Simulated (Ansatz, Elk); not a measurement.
# Bonding as seen by X-rays: MgFe2Sn2

Structure refinements treat a crystal as free atoms side by side. For a made-up structure of MgFe2Sn2 (cell and positions from a PBEsol relaxation) the runs below show what the calculated density changes in F(hkl).

Main program and level: Elk 11.2.3 (patched build); DFT, PBE, all-electron APW+lo, Dirac cores, scalar-relativistic bands, static density, ferromagnetic start.

This account leaves out most program logs.

The structure was built from a prototype and need not be the compound's stable phase.

### Step 1. The structure

The structure is tetragonal, space group I4/mmm (No. 139). Conventional cell: a = 3.784 Å, b = 3.784 Å, c = 12.840 Å, α = 90.00°, β = 90.00°, γ = 90.00°. Nearest to Sn lie 4 Fe at 2.59 Å and 1 Sn at 2.90 Å and 4 Mg at 3.04 Å. Nearest to Fe lie 4 Sn at 2.59 Å and 4 Fe at 2.68 Å. Nearest to Mg lie 8 Sn at 3.04 Å. Farther neighbours are not listed.

### Step 2. Ground state and structure factors

An all-electron density is needed, since X-rays see the cores too. Task 0 finds the density and task 195 Fourier-transforms it; tshift is off so that phases refer to the origin typed.

The input, elk.in:

```
tasks
  0
  195
  196

xctype
  20

spinpol
  .true.

rgkmax
  7.0

gmaxvr
  14.0

lmaxo
  7

lmaxapw
  8

swidth
  0.002

tshift
  .false.

ramdisk
  .false.

hmaxvr
  5.5

maxscl
  120

epspot
  1e-06

reducebf
  0.8

sppath
  './'

avec
  -3.57535204671 3.57535204671 12.13196080514
  3.57535204671 -3.57535204671 12.13196080514
  3.57535204671 3.57535204671 -12.13196080514

atoms
  3
  'Sn.in'
  2
  0.6127352142 0.6127352142 0.0000000000   0.000000 0.000000 0.000000
  0.3872647858 0.3872647858 -0.0000000000   0.000000 0.000000 0.000000
  'Fe.in'
  2
  0.2500000000 0.7500000000 0.5000000000   0.000000 0.000000 -0.110000
  0.7500000000 0.2500000000 0.5000000000   0.000000 0.000000 -0.110000
  'Mg.in'
  1
  -0.0000000000 -0.0000000000 -0.0000000000   0.000000 0.000000 0.000000

ngridk
  7 7 7
```

Command:

```bash
> OMP_NUM_THREADS=4 elk
```

The job ended after 8 min (4 threads of Arm Neoverse V1, shared host; peak memory 0.62 GiB).

SFACRHO.OUT:

```text

h k l indices transformed by vhmat matrix:
   1.000000000       0.000000000       0.000000000    
   0.000000000       1.000000000       0.000000000    
   0.000000000       0.000000000       1.000000000    

      h      k      l  multipl.   |H|            Re(F)            Im(F)           |F|

      0      0      0      1   0.0000000       164.00000     -0.13794424E-16   164.00000    
     -1     -1      1      2  0.51790353      -23.824550      0.54264960E-14   23.824550    
      0     -1      1      8  0.91604350      -57.358852     -0.63568233E-17   57.358852    
     -2     -2      2      2   1.0358071      -29.030884     -0.10252336E-13   29.030884    
      1      2     -2      8   1.1728529       52.850410     -0.43284601E-14   52.850410    
     -1      1      0      4   1.2426421       49.821663     -0.52896494E-16   49.821663    
     -1     -1      0      8   1.3462479       60.793174     -0.66951167E-14   60.793174    
      3      3     -3      2   1.5537106      -63.433771     -0.13806733E-13   63.433771    
      2      3     -2      8   1.5647620       78.489664      0.84075176E-17   78.489664    
     -1     -3      2      8   1.6177316      -100.74795      0.90039048E-14   100.74795    
      1     -1      1      4   1.7573613       116.56543     -0.36827139E-14   116.56543    
     -2      0      0      8   1.8320870      -15.991182     -0.31867743E-16   15.991182    
     -2      1      1     16   1.9817806      -45.453232      0.44913085E-17   45.453232    
     -3     -3      4      8   1.9895165       9.8141832     -0.16375617E-13   9.8141832    
     -3     -4      4      8   2.0144042      -9.4370737      0.21281210E-17   9.4370737    
      1      3     -1      8   2.0399056      -25.368906     -0.50576239E-14   25.368906    
      4      4     -4      2   2.0716141       95.730388      0.16065127E-13   95.730388    
     -3      0      1     16   2.1127950       42.799449     -0.22633250E-17   42.799449
```

Elk indexes on the primitive cell of elk.in and gives |H| = 4π sin θ/λ in inverse bohr. Below, one row stands for each form hkl of the conventional cell (m members, Friedel mates merged), F is for one primitive cell and the density is static (no thermal factor). Free-atom factors are Waasmaier and Kirfel's, and R is Σm||F|−|F'||/Σm|F|.

| hkl | m | sin θ/λ (Å⁻¹) | abs F, DFT | neutral atoms | diff. |
| --- | --- | --- | --- | --- | --- |
| 002 | 2 | 0.078 | 23.825 | 23.361 | +0.463 |
| 101 | 8 | 0.138 | 57.359 | 57.207 | +0.152 |
| 004 | 2 | 0.156 | 29.031 | 29.230 | -0.200 |
| 103 | 8 | 0.176 | 52.850 | 52.976 | -0.126 |
| 110 | 4 | 0.187 | 49.822 | 50.069 | -0.248 |
| 112 | 8 | 0.202 | 60.793 | 60.964 | -0.171 |
| 006 | 2 | 0.234 | 63.434 | 63.755 | -0.321 |
| 105 | 8 | 0.235 | 78.490 | 78.774 | -0.284 |
| 114 | 8 | 0.243 | 100.748 | 101.101 | -0.353 |
| 200 | 4 | 0.264 | 116.565 | 117.033 | -0.468 |
| 202 | 8 | 0.276 | 15.991 | 16.218 | -0.227 |
| 211 | 16 | 0.298 | 45.453 | 45.530 | -0.077 |
| 116 | 8 | 0.299 | 9.814 | 9.914 | -0.100 |
| 107 | 8 | 0.303 | 9.437 | 9.462 | -0.025 |

### Step 3. The magnetisation density

The same run holds the spin density, and task 196 transforms it. The order is that of the start, and no other was tried.

SFACMAG_1.OUT:

```text

h k l indices transformed by vhmat matrix:
   1.000000000       0.000000000       0.000000000    
   0.000000000       1.000000000       0.000000000    
   0.000000000       0.000000000       1.000000000    

      h      k      l  multipl.   |H|            Re(F)            Im(F)           |F|

      0      0      0      1   0.0000000       4.2907691      0.84618497E-18   4.2907691    
     -1     -1      1      2  0.51790353      -4.1494415      0.48725697E-15   4.1494415    
      0     -1      1      8  0.91604350      0.29346454E-01 -0.59843338E-20  0.29346454E-01
     -2     -2      2      2   1.0358071       3.7894199     -0.83924034E-15   3.7894199    
      1      2     -2      8   1.1728529     -0.17143130E-01 -0.55716992E-18  0.17143130E-01
     -1      1      0      4   1.2426421      -3.3837960      0.19674392E-17   3.3837960    
     -1     -1      0      8   1.3462479       3.1669404     -0.49549125E-15   3.1669404    
      3      3     -3      2   1.5537106      -2.7267352     -0.99001871E-15   2.7267352    
      2      3     -2      8   1.5647620      0.23113462E-01  0.45804845E-18  0.23113462E-01
     -1     -3      2      8   1.6177316      -2.7033963      0.64233957E-15   2.7033963    
      1     -1      1      4   1.7573613       2.5438459     -0.25770744E-15   2.5438459    
     -2      0      0      8   1.8320870      -2.3861722     -0.57062210E-17   2.3861722    
     -2      1      1     16   1.9817806     -0.25029163E-01  0.21028982E-17  0.25029163E-01
     -3     -3      4      8   1.9895165       2.0694483     -0.10275855E-14   2.0694483    
     -3     -4      4      8   2.0144042      0.22223619E-02 -0.70492174E-18  0.22223619E-02
      1      3     -1      8   2.0399056       2.0397691     -0.31988532E-15   2.0397691
```

The total moment is 4.29 μB a cell; sphere moments: Sn1 -0.07, Sn2 -0.07, Fe3 +2.23, Fe4 +2.23, Mg5 +0.02 μB. Polarised neutrons measure spin and orbital magnetisation together; without spin-orbit coupling the run gives the spin part:

| hkl | sin θ/λ (Å⁻¹) | abs F_M (μB) |
| --- | --- | --- |
| 002 | 0.078 | 4.149 |
| 101 | 0.138 | 0.029 |
| 004 | 0.156 | 3.789 |
| 103 | 0.176 | 0.017 |
| 110 | 0.187 | 3.384 |
| 112 | 0.202 | 3.167 |
| 006 | 0.234 | 2.727 |
| 105 | 0.235 | 0.023 |
| 114 | 0.243 | 2.703 |
| 200 | 0.264 | 2.544 |
| 202 | 0.276 | 2.386 |
| 211 | 0.298 | 0.025 |
| 116 | 0.299 | 2.069 |
| 107 | 0.303 | 0.002 |

### Step 4. The highest occupied states alone

An energy window below the Fermi level keeps the highest occupied states, to see at which angles they scatter; shallow core shells can lie inside it and anion s states outside. No new self-consistency is needed.

elk.in: that of step 2 with these lines changed.

```diff
@@ -1,5 +1,3 @@
 tasks
-  0
   195
-  196
 
@@ -44,2 +42,5 @@
 
+wsfac
+  -0.165870 0.575120
+
 sppath
```

Command:

```bash
> OMP_NUM_THREADS=4 elk
```

Run time: 15 s. Hardware: 4 threads; peak memory 0.27 GiB; 24 s of CPU time.

States within 12 eV below the Fermi level hold 26.00 electrons; any levels below the window count with the cores. Their amplitudes can exceed the total, where window and core parts have opposite phase:

| hkl | sin θ/λ (Å⁻¹) | abs F, window | abs F, all |
| --- | --- | --- | --- |
| 002 | 0.078 | 12.050 | 23.825 |
| 101 | 0.138 | 1.518 | 57.359 |
| 004 | 0.156 | 8.545 | 29.031 |
| 103 | 0.176 | 0.501 | 52.850 |
| 110 | 0.187 | 7.883 | 49.822 |
| 112 | 0.202 | 7.792 | 60.793 |
| 006 | 0.234 | 6.639 | 63.434 |
| 105 | 0.235 | 0.252 | 78.490 |
| 114 | 0.243 | 6.271 | 100.748 |
| 200 | 0.264 | 5.383 | 116.565 |

### Step 5. Another try

In this try the input is made faulty on purpose, to show what that does.

The input is changed as shown.

elk.in: that of step 4 with these lines changed.

```diff
@@ -1,3 +1,5 @@
 tasks
+  0
   195
+  196
 
@@ -34,3 +36,3 @@
 maxscl
-  120
+  3
 
@@ -41,5 +43,2 @@
   0.8
-
-wsfac
-  -0.165870 0.575120
```

Command:

```bash
> OMP_NUM_THREADS=4 elk
```

The job ended after 91 s (4 threads; peak memory 0.58 GiB).

The fault put into the input: too few SCF loops.

### Step 6. Another functional

The difference from free atoms is small, so it is set against the change that PBEsol makes.

elk.in: that of step 5 with these lines changed.

```diff
@@ -6,3 +6,3 @@
 xctype
-  20
+  22
 
@@ -36,3 +36,3 @@
 maxscl
-  3
+  120
```

Command:

```bash
> OMP_NUM_THREADS=4 elk
```

Wall time 7.7 min (4 threads); peak memory 0.62 GiB; 29 min of CPU time.

Against the first run R = 0.02 %; the largest change is -0.045 at 220. The moment goes from 4.29 to 4.29 μB.

### Step 7. Basis size

The basis and the expansions that go with it are enlarged, to see whether the differences are converged.

elk.in: that of step 6 with these lines changed.

```diff
@@ -6,3 +6,3 @@
 xctype
-  22
+  20
 
@@ -12,12 +12,12 @@
 rgkmax
-  7.0
+  8.5
 
 gmaxvr
-  14.0
+  18.0
 
 lmaxo
-  7
+  9
 
 lmaxapw
-  8
+  10
```

Command:

```bash
> OMP_NUM_THREADS=4 elk
```

It took 11 min on 4 threads; peak memory 0.9 GiB.

The run was cut off at its time limit.

### Step 8. Settings against the effect

| run | R against the first run (%) | R against neutral atoms, low angle (%) | wall time |
| --- | --- | --- | --- |
| PBE, rgkmax 7 | 0.00 | 0.37 | 8 min |
| PBEsol | 0.02 | 0.40 | 7.7 min |

### Step 9. Outcome

```json
{
 "R against neutral atoms, sin θ/λ < 0.3 Å⁻¹": "0.37 %",
 "R against neutral atoms, 0.3 to 0.80 Å⁻¹": "0.16 %"
}
```

What this shows: Independent neutral atoms miss the calculated amplitudes by R = 0.37 % below 0.3 Å⁻¹ and 0.16 % from there to 0.80 Å⁻¹; by shells, 0.42 % below 0.15 Å⁻¹ (2 forms), 0.37 % 0.15 to 0.3 (11 forms), 0.11 % 0.3 to 0.45 (23 forms), 0.18 % above 0.45 (113 forms). Bonding, aspherical density and the tables' own atoms all enter these figures, and the runs don't part them. The largest change of an amplitude is -0.47 electrons, at 200. The magnetic order is that of the start. No other order was tried here, and an antiferromagnetic one would change or move the magnetic intensity. The window's part falls from 26.0 electrons at the origin to at most 2.10 between 0.45 and 0.80 Å⁻¹, where compact states inside the window still scatter. Below 0.3 Å⁻¹ the changes that finished (PBEsol) move F by R = 0.02 % at most, against the 0.37 % that separates it from free atoms. The magnetic factors move by R = 0.6 % (PBEsol). The basis has no finished test. The k-mesh has no finished test. Part of the difference isn't bonding: the tables are fits to free atoms and ions calculated by other methods than this functional. Thermal motion, anomalous dispersion and extinction are left out.

[Logs are printed without paths, hosts, clocks, repeated set-up lines and the standing remarks that a program may print on its own settings, such as how far it seeks lower states.]

[Hosts, paths, dates, database ids (printed as entryN), source tags and the programs' standing remarks are cut or masked in the printed files.]
